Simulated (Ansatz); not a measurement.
## What BePd3C (built on the sites of a database entry of CaPd3C) distorts into

Wanted: the energy along a soft mode of BePd3C (built on the sites of a database entry of CaPd3C) and the structure at the end.

Calculated with Ansatz 0.2.0; DFT PBEsol, scalar-relativistic, plane waves, PAW.

Report form: the programs' logs are mostly left out.

The structure was built from a prototype and need not be the compound's stable phase.

## Step 1: The starting structure

It takes space group Pm-3m (No. 221, cubic). The conventional cell has a = 4.016 Å, b = 4.016 Å, c = 4.016 Å, α = 90.00°, β = 90.00°, γ = 90.00°. Nearest to Be lie 12 Pd at 2.84 Å. Nearest to Pd lie 2 C at 2.01 Å and 4 Be at 2.84 Å and 8 Pd at 2.84 Å. Nearest to C lie 6 Pd at 2.01 Å. Farther neighbours are not listed.

## Step 2: Phonons on a q mesh

The cell comes from relaxations at this level that are not shown. Stability and thermal properties need the whole zone. Linear response on a 4×4×4 q mesh gives force constants as far as a supercell of that size would.

The input, input.yaml:

```yaml
crystal:
  lattice:
    - [4.0156977755, 0.0, 0.0]
    - [0.0, 4.0156977755, 0.0]
    - [0.0, 0.0, 4.0156977755]
  atoms:
    - { symbol: Be, position: [0.0, 0.0, 0.0] }
    - { symbol: Pd, position: [0.0, 0.5, 0.5] }
    - { symbol: Pd, position: [0.5, 0.5, 0.0] }
    - { symbol: Pd, position: [0.5, 0.0, 0.5] }
    - { symbol: C, position: [0.5, 0.5, 0.5] }
kpoints:
  mp_grid: { grid: [12, 12, 12] }
hamiltonian:
  xc: pbesol
scf:
  occupations: { method: methfessel_paxton, width: 0.2 }
output:
  eigenvalues: true
phonons:
  method: dfpt
  qmesh: [4, 4, 4]
  temperatures: { t_max: 1000, t_step: 50 }
  qpath:
    path:
      - [[0.0, 0.0, 0.0], [0.0, 0.5, 0.0], [0.5, 0.5, 0.0], [0.0, 0.0, 0.0], [0.5, 0.5, 0.5], [0.0, 0.5, 0.0]]
      - [[0.5, 0.5, 0.5], [0.5, 0.5, 0.0]]
    npoints: 10
```

On the command line:

```bash
$ ansatz run input.yaml --threads 4 --pin off --max-ram 14336MiB --backend cpu --events-out ev --progress --plain --runs-dir out
```

Run time: 61 min. Hardware: 4 threads of Arm Neoverse V1, shared host; peak memory 7.7 GiB.

Numbers from this step:

| Item | Value |
| --- | --- |
| volume per atom | 12.95 Å³ |
| gap on the k-mesh | 0 eV |
| sum-rule residual before enforcement | 1.73e-4 eV/Å² |
| lowest frequency on the path | -131.8 cm⁻¹ |
| point group | m-3m |
| highest frequency on the path or at a solved wavevector | 709.7 cm⁻¹ |
| highest optical mode at the zone centre (no LO-TO term) | 492.3 cm⁻¹ |
| lowest optical zone-centre mode | -107.6 cm⁻¹ |
| lowest mode on the q mesh (acoustic modes at Γ apart) | -127.9 cm⁻¹ |

Frequencies (cm⁻¹) solved at each irreducible wavevector; negative means imaginary. Frequencies by wavevector, by row:

| q in reciprocal lattice units | star | mode 1 | mode 2 | mode 3 | mode 4 | mode 13 | mode 14 | mode 15 |
| --- | --- | --- | --- | --- | --- | --- | --- | --- |
| 0 0 0 | 1 | -107.6 | -107.6 | -107.6 | 0 | 492.3 | 492.3 | 492.3 |
| 0 0 0.25 | 6 | -103.8 | -103.8 | -69.1 | -66 | 486 | 486 | 601.7 |
| 0 0 -0.5 | 3 | -127.9 | -127.9 | -95.9 | 23.9 | 495.6 | 495.6 | 692 |
| 0 0.25 0.25 | 12 | -95 | -92 | -88.3 | -85.6 | 491.6 | 597.2 | 621.5 |
| 0 0.25 -0.5 | 12 | -120.4 | -111.7 | -106.4 | -57.6 | 487.2 | 619.9 | 700.2 |
| 0 -0.5 -0.5 | 3 | -102.1 | -94.3 | -94.3 | -90.2 | 482.9 | 707.4 | 707.4 |
| 0.25 0.25 0.25 | 8 | -111.1 | -111.1 | -88.6 | -60.3 | 600.5 | 623.1 | 623.1 |
| 0.25 0.25 -0.5 | 12 | -124.5 | -110.5 | -91.8 | -77.1 | 611.7 | 625.2 | 703.5 |
| 0.25 -0.5 -0.5 | 6 | -105 | -105 | -98.1 | -95.3 | 620 | 708.5 | 708.5 |
| -0.5 -0.5 -0.5 | 1 | -107.1 | -107.1 | -107.1 | -102.8 | 709.7 | 709.7 | 709.7 |

Interpolated from a 4×4×4 q mesh. The phonon branches at the labelled points (cm⁻¹):

| point | branch 1 | branch 2 | branch 3 | branch 4 | branch 12 | branch 13 | branch 14 | branch 15 |
| --- | --- | --- | --- | --- | --- | --- | --- | --- |
| Γ | -108 | -108 | -108 | 0 | 144 | 492 | 492 | 492 |
| halfway | -104 | -104 | -69 | -66 | 208 | 486 | 486 | 602 |
| X | -128 | -128 | -96 | 24 | 238 | 496 | 496 | 692 |
| halfway | -120 | -112 | -106 | -58 | 256 | 487 | 620 | 700 |
| M | -102 | -94 | -94 | -90 | 280 | 483 | 707 | 707 |
| halfway | -95 | -92 | -88 | -86 | 228 | 492 | 597 | 622 |
| Γ | -108 | -108 | -108 | 0 | 144 | 492 | 492 | 492 |
| halfway | -111 | -111 | -89 | -60 | 250 | 600 | 623 | 623 |
| R | -107 | -107 | -107 | -103 | 318 | 710 | 710 | 710 |
| halfway | -124 | -110 | -92 | -77 | 275 | 612 | 625 | 704 |
| X | -128 | -128 | -96 | 24 | 238 | 496 | 496 | 692 |
| jump to R | -107 | -107 | -107 | -103 | 318 | 710 | 710 | 710 |
| halfway | -105 | -105 | -98 | -95 | 298 | 620 | 708 | 708 |
| M | -102 | -94 | -94 | -90 | 280 | 483 | 707 | 707 |

Symmetry leaves 10 wavevectors to solve. The lowest mode among them, the acoustic zeros apart, lies at q = (0, 0, -0.5) and is imaginary, 127.9i cm⁻¹, so the energy falls along it. Between them the interpolated path dips to 132i cm⁻¹.

## Step 3: The mode frozen in, largest atomic shift 0 Å

The mode followed lies at q = (0, 0, -0.5) with frequency 127.9i cm⁻¹ and is 2-fold degenerate, the softest among the wavevectors solved. At small amplitude the distorted cell has space group no. 11 by a symmetry search on the positions. The undistorted cell that holds it gives the zero of energy on the same k mesh.

System of this step: BePd3C (built on the sites of a database entry of CaPd3C). Symmetry: Pm-3m, No. 221, cubic system. Conventional cell: a = 4.016 Å, b = 4.016 Å, c = 4.016 Å, α = 90.00°, β = 90.00°, γ = 90.00°. Be has 12 Pd at 2.84 Å nearest. Pd has 2 C at 2.01 Å and 8 Pd at 2.84 Å and 4 Be at 2.84 Å nearest. Nearest to Pd lie 2 C at 2.01 Å and 4 Be at 2.84 Å and 8 Pd at 2.84 Å. Nearest to C lie 6 Pd at 2.01 Å. Farther neighbours are not listed.

The input, input.yaml:

```yaml
crystal:
  lattice:
    - [4.0156977755, 0.0, 0.0]
    - [0.0, 4.0156977755, 0.0]
    - [0.0, 0.0, 8.031395551]
  atoms:
    - { symbol: Be, position: [0.0, 0.0, 0.0] }
    - { symbol: Be, position: [0.0, 0.0, 0.5] }
    - { symbol: Pd, position: [0.0, 0.5, 0.25] }
    - { symbol: Pd, position: [0.0, 0.5, 0.75] }
    - { symbol: Pd, position: [0.5, 0.5, 0.0] }
    - { symbol: Pd, position: [0.5, 0.5, 0.5] }
    - { symbol: Pd, position: [0.5, 0.0, 0.25] }
    - { symbol: Pd, position: [0.5, 0.0, 0.75] }
    - { symbol: C, position: [0.5, 0.5, 0.25] }
    - { symbol: C, position: [0.5, 0.5, 0.75] }
kpoints:
  mp_grid: { grid: [10, 10, 6] }
hamiltonian:
  xc: pbesol
scf:
  occupations: { method: methfessel_paxton, width: 0.2 }
output:
  forces: true
  stress: true
  eigenvalues: true
```

It took 12 s on 4 threads; peak memory 0.84 GiB; 45 s of CPU time.

Numbers from this step:

* pressure: -0.01195 GPa
* energy from the undistorted cell: 0 meV/atom

The run ends at a pressure of -0.01 GPa.

## Step 4: The mode frozen in, largest atomic shift 0.32 Å

The atoms are moved along the unstable eigenvector, the largest shift by 0.32 Å, with the cell fixed.

input.yaml, the sections that differ from step 3:

```yaml
crystal:
  lattice:
    - [4.0156977755, 0.0, 0.0]
    - [0.0, 4.0156977755, 0.0]
    - [0.0, 0.0, 8.031395551]
  atoms:
    - { symbol: Be, position: [-0.0796626176, -0.0019820809, 0.0] }
    - { symbol: Be, position: [0.0796626176, 0.0019820809, 0.5] }
    - { symbol: Pd, position: [0.0, 0.5, 0.25] }
    - { symbol: Pd, position: [0.0, 0.5, 0.75] }
    - { symbol: Pd, position: [0.5468437175, 0.5011655158, 0.0] }
    - { symbol: Pd, position: [0.4531562825, 0.4988344842, 0.5] }
    - { symbol: Pd, position: [0.5, 0.0, 0.25] }
    - { symbol: Pd, position: [0.5, 0.0, 0.75] }
    - { symbol: C, position: [0.5, 0.5, 0.25] }
    - { symbol: C, position: [0.5, 0.5, 0.75] }
# kpoints, hamiltonian, scf, output: as in step 3
```

Wall time 45 s (4 threads); peak memory 1.4 GiB.

This step gave:

```
pressure                         : 1.707 GPa
energy from the undistorted cell : -12.22 meV/atom
```

The energy, extrapolated to zero smearing, is -12.22 meV/atom against the undistorted cell.

The run ends at a pressure of 1.71 GPa, with forces up to 0.15 eV/Å.

## Step 5: Energy along the mode, all amplitudes (two of the runs are shown above)

An imaginary frequency means negative curvature, so the energy should fall and then rise again as anharmonic terms take over.

This step gave:

* depth at the lowest point sampled: 12.22 meV/atom
* largest atomic shift at that point: 0.32 Å

Table of energy from the parent by largest atomic shift:

| largest atomic shift (Å) | energy from the parent (meV/atom) |
| --- | --- |
| 0.000 | 0 |
| 0.040 | -0.453 |
| 0.080 | -1.69 |
| 0.140 | -4.47 |
| 0.220 | -8.70 |
| 0.320 | -12.2 |
| 0.450 | -7.37 |
| 0.600 | 22.6 |

Displacement at unit largest shift by atom:

| atom | x (Å) | y (Å) | z (Å) | size |
| --- | --- | --- | --- | --- |
| Be1 | -1.00 | -0.03 | 0.00 | 1.00 |
| Be2 | 1.00 | 0.03 | 0.00 | 1.00 |
| Pd3 | 0.00 | 0.00 | 0.00 | 0.00 |
| Pd4 | 0.00 | 0.00 | 0.00 | 0.00 |
| Pd5 | 0.59 | 0.01 | 0.00 | 0.59 |
| Pd6 | -0.59 | -0.01 | 0.00 | 0.59 |
| Pd7 | 0.00 | 0.00 | 0.00 | 0.00 |
| Pd8 | 0.00 | 0.00 | 0.00 | 0.00 |
| C9 | 0.00 | 0.00 | 0.00 | 0.00 |
| C10 | 0.00 | 0.00 | 0.00 | 0.00 |

The lowest of the steps tried is at 0.32 Å, 12.2 meV/atom below the parent; the bottom of the well need not coincide with a step.

## Step 6: Relaxation from the frozen mode

Starting from the lowest point found, all atoms and the cell are let go, so that strain and other modes of the same symmetry can join in.

Changes to input.yaml since step 4:

```diff
@@ -26 +26,10 @@
   eigenvalues: true
+  write_density: true
+  write_potential: true
+  elf: true
+  volumetric_format: npy
+relax:
+  adjacent_minimum: "off"
+  f_tol: 0.002
+  max_steps: 120
+  cell: { stress_tol: 0.03 }
```

It took 15 min on 4 threads; peak memory 1.5 GiB.

The steps of the relaxation (22 of 23):

| step | energy less that of the first step (eV) | largest force component (eV/Å) | pressure (GPa) | volume (Å³) |
| --- | --- | --- | --- | --- |
| 1 | 0.0000 | 0.1490 | 1.71 | 129.51 |
| 2 | -0.0122 | 0.0750 | -0.07 | 130.71 |
| 3 | -0.0145 | 0.0193 | -0.08 | 130.77 |
| 4 | -0.0152 | 0.0154 | -0.05 | 130.81 |
| 5 | -0.0159 | 0.0275 | 0.01 | 130.82 |
| 6 | 0.0598 | 0.5225 | 1.11 | 130.96 |
| 7 | -0.0186 | 0.0491 | -0.09 | 130.87 |
| 8 | -0.0186 | 0.0370 | 0.01 | 130.79 |
| 9 | -0.0203 | 0.0106 | -0.02 | 130.78 |
| 10 | -0.0204 | 0.0041 | -0.03 | 130.77 |
| 11 | -0.0205 | 0.0051 | 0.07 | 130.68 |
| 13 | -0.0205 | 0.0016 | -0.01 | 130.74 |
| 14 | -0.0205 | 0.0016 | 0.00 | 130.73 |
| 15 | -0.0207 | 0.0194 | 0.15 | 130.72 |
| 16 | -0.0207 | 0.0105 | 0.08 | 130.75 |
| 17 | -0.0208 | 0.0076 | -0.02 | 130.84 |
| 18 | -0.0209 | 0.0028 | -0.02 | 130.81 |
| 19 | -0.0209 | 0.0006 | 0.00 | 130.81 |
| 20 | -0.0209 | 0.0005 | 0.00 | 130.81 |
| 21* | -0.0222 | 0.0005 | 0.01 | 130.81 |
| 22 | -0.0222 | 0.0007 | 0.00 | 130.83 |
| 23* | -0.0222 | 0.0007 | 0.00 | 130.83 |

Relaxation steps marked * repeat the geometry before them on a plane-wave basis chosen anew for their cell, so energy and pressure can jump there. Other such steps can lie between the rows shown. Relaxation steps 6, 8 were tried and not accepted.

Forces are held to the 4 operations that the run works with; a distortion that breaks them can't arise in this run.

| cell as run | before | after | change |
| --- | --- | --- | --- |
| a (Å) | 4.016 | 4.056 | +1.0 % |
| b (Å) | 4.016 | 4.028 | +0.3 % |
| c (Å) | 8.031 | 8.011 | -0.3 % |
| γ (°) | 90.00 | 91.74 | +1.9 % |
| volume (Å³/atom) | 12.95 | 13.08 | +1.0 % |

The atoms that moved most (Å, as changes of fractional coordinates times the final cell):

| atom | dx | dy | dz | length |
| --- | --- | --- | --- | --- |
| Pd5 | 0.037 | 0.102 | 0.000 | 0.109 |
| Pd6 | -0.037 | -0.102 | 0.000 | 0.109 |
| Be1 | -0.008 | 0.100 | 0.000 | 0.100 |
| Be2 | 0.008 | -0.100 | 0.000 | 0.100 |

Final coordinates:

```xyz
10
Lattice="4.0560 -0.0614 0.0000 -0.0614 4.0274 0.0000 0.0000 0.0000 8.0113" Properties=species:S:1:pos:R:3 pbc="T T T"
Be   -0.3312    0.0968    0.0000
Be    0.3312   -0.0968    4.0056
Pd   -0.0307    2.0137    2.0028
Pd   -0.0307    2.0137    6.0085
Pd    2.2243    2.0871    0.0000
Pd    1.7702    1.8790    4.0056
Pd    2.0280   -0.0307    2.0028
Pd    2.0280   -0.0307    6.0085
C     1.9973    1.9830    2.0028
C     1.9973    1.9830    6.0085
```

This step gave:

```
pressure        : -0.003649 GPa
volume per atom : 13.08 Å³
```

ELF in the ac plane at fractional y = 0.500, with atoms of Pd and C within 0.2 Å of it. It is the smooth field of the valence electrons, not physical close to the nuclei.

Ten even steps from '_' (0.09) to '@' (0.71), each cell a mean:
```
........::++##++++****--::::
..........--++****++--::::..
::::......::------::....::::
****--..==##%%%%##++::::==++
**##++::**@@##**@@@@==--****
--++++--##@@--__**@@==--**++
==**++--**@@++--##@@==--**++
****==::++%%@@@@@@##--::++##
==--::..::--==++==--::..--==
....::::--======--::........
..::::--**********==........
..::::==**++--++##++::......
..::::==****++****==........
....::::==******==::........
::::....::::------::....::::
**++--::==**##%%%%**::::==**
****++::**@@%%##@@@@==--****
--++++--##@@::__++@@==--**==
++**++--**@@++--%%@@==--****
**##==::++%%@@@@@@##--::++**
==--::..::==++++--::::..::--
..........::==++====::::::..
........::==********++::::..
........--****====****--::::
```
Columns run along a (4.1 Å), rows up along c (8.0 Å). Atoms in or near the plane, at fractional coordinates: Pd at (0.00, 0.25), Pd at (0.00, 0.75), Pd at (0.56, 0.00), Pd at (0.44, 0.50), C at (0.50, 0.25), C at (0.50, 0.75).

Valence density in the ac plane at fractional y = 0.500, with atoms of Pd and C within 0.2 Å of it. It is the smooth field of the valence electrons, not physical close to the nuclei.

Ten even steps from '0' (0 e/Å³) to '9' (13 e/Å³), each cell a mean:
```
00000157861000
00000013320000
00000000000000
21000000000001
75100001000036
98300011100158
97200011000047
32000000000013
00000000000000
00000121000000
00002575200000
00004898410000
00003687300000
00001233100000
00000000000000
21000000000001
75100001000036
98300011100158
86200011100047
43100000000013
00000000000000
00000011210000
00000036641000
00000169972000
```
Columns run along a (4.1 Å), rows up along c (8.0 Å). Atoms in or near the plane, at fractional coordinates: Pd at (0.00, 0.25), Pd at (0.00, 0.75), Pd at (0.56, 0.00), Pd at (0.44, 0.50), C at (0.50, 0.25), C at (0.50, 0.75).

Electrostatic potential energy in the ac plane at fractional y = 0.500, with atoms of Pd and C within 0.2 Å of it. With pseudopotentials it is smooth inside the atoms' cores, unlike the true potential.

Ten even steps from '_' (-61 eV) to '@' (19 eV), each cell a mean:
```
@@@@@@@@%%**--....--**%%@@@@
@@@@@@@@@@%%++====++##@@@@@@
%%@@@@@@@@@@%%####%%@@@@@@@@
++**%%@@@@@@%%##%%@@@@%%##**
::--++%%%%##==--++%%%%##==::
__..==##%%++..__::**%%**--__
__::++##%%**::..--##%%##--..
==++##%%@@%%##**##%%@@%%**==
##%%@@@@@@%%%%%%%%@@@@@@%%%%
@@@@@@@@##**++**##@@@@@@@@@@
@@@@@@%%++--::::++##@@@@@@@@
@@@@@@##==..__..==##@@@@@@@@
@@@@@@##==::__..==##@@@@@@@@
@@@@@@%%**======**%%@@@@@@@@
%%@@@@@@%%%%####%%@@@@@@@@%%
++**%%@@@@%%%%##%%@@@@@@##**
::--++%%%%##==--++%%%%##==--
__..==##%%++____::**%%**--__
__::++##%%**::..==##%%##--..
==++##%%@@%%****##%%@@%%**==
##%%@@@@@@@@%%%%%%%%@@@@%%%%
@@@@@@@@@@%%**++++**%%@@@@@@
@@@@@@@@@@##==::::--**%%@@@@
@@@@@@@@%%**::____::++%%@@@@
```
Columns run along a (4.1 Å; values clipped at the 3rd and 97th percentile), rows up along c (8.0 Å). Atoms in or near the plane, at fractional coordinates: Pd at (0.00, 0.25), Pd at (0.00, 0.75), Pd at (0.56, 0.00), Pd at (0.44, 0.50), C at (0.50, 0.25), C at (0.50, 0.75).

The distorted start has space group P2_1/m; the relaxation ends in P2_1/m.

## Step 7: Results

```json
{
  "unstable mode of the parent": "q = (0, 0, -0.5), 128i cm⁻¹",
  "depth at the lowest point sampled": "12.2 meV/atom",
  "largest atomic shift at that point": "0.32 Å",
  "space group reached (within 0.01 Å)": "P2_1/m",
  "energy gained over the parent (first relaxation, on the mesh of the frozen mode)": "14.4 meV/atom",
  "volume per atom, phase reached": "13.1 Å³"
}
```

Along this mode the structure falls into P2_1/m, 14.4 meV/atom below the parent. At the parent's cell the well is 12.22 meV/atom deep on the steps tried, with its lowest point at a shift of 0.32 Å. Relaxing atoms and cell changes the gain by +2.23 meV/atom against the lowest step (energies at zero smearing). The modes of the phase reached were not computed on this path. Of the 6 patterns followed to their end from this parent, this one reaches the lowest energy. Another end point lies within 1 meV/atom; how such a difference moves with mesh and cutoff was not tested. Each path keeps the symmetry of its pattern, so a lower phase may lie along a pattern not tried. With no gap, or one that is small against the smearing, the frequencies hang on the k mesh and the smearing, most of all near Kohn anomalies. A phonon run warned that its eigensolver left some bands unconverged in a pass. The starting cell was built on a prototype and not taken from a measurement, so the phase need not exist.

[Logs are printed without paths, hosts, clocks, repeated set-up lines and the standing remarks that a program may print on its own settings, such as how far it seeks lower states.]

[Hosts, paths, dates, database ids (printed as entryN), source tags and the programs' standing remarks are cut or masked in the printed files.]
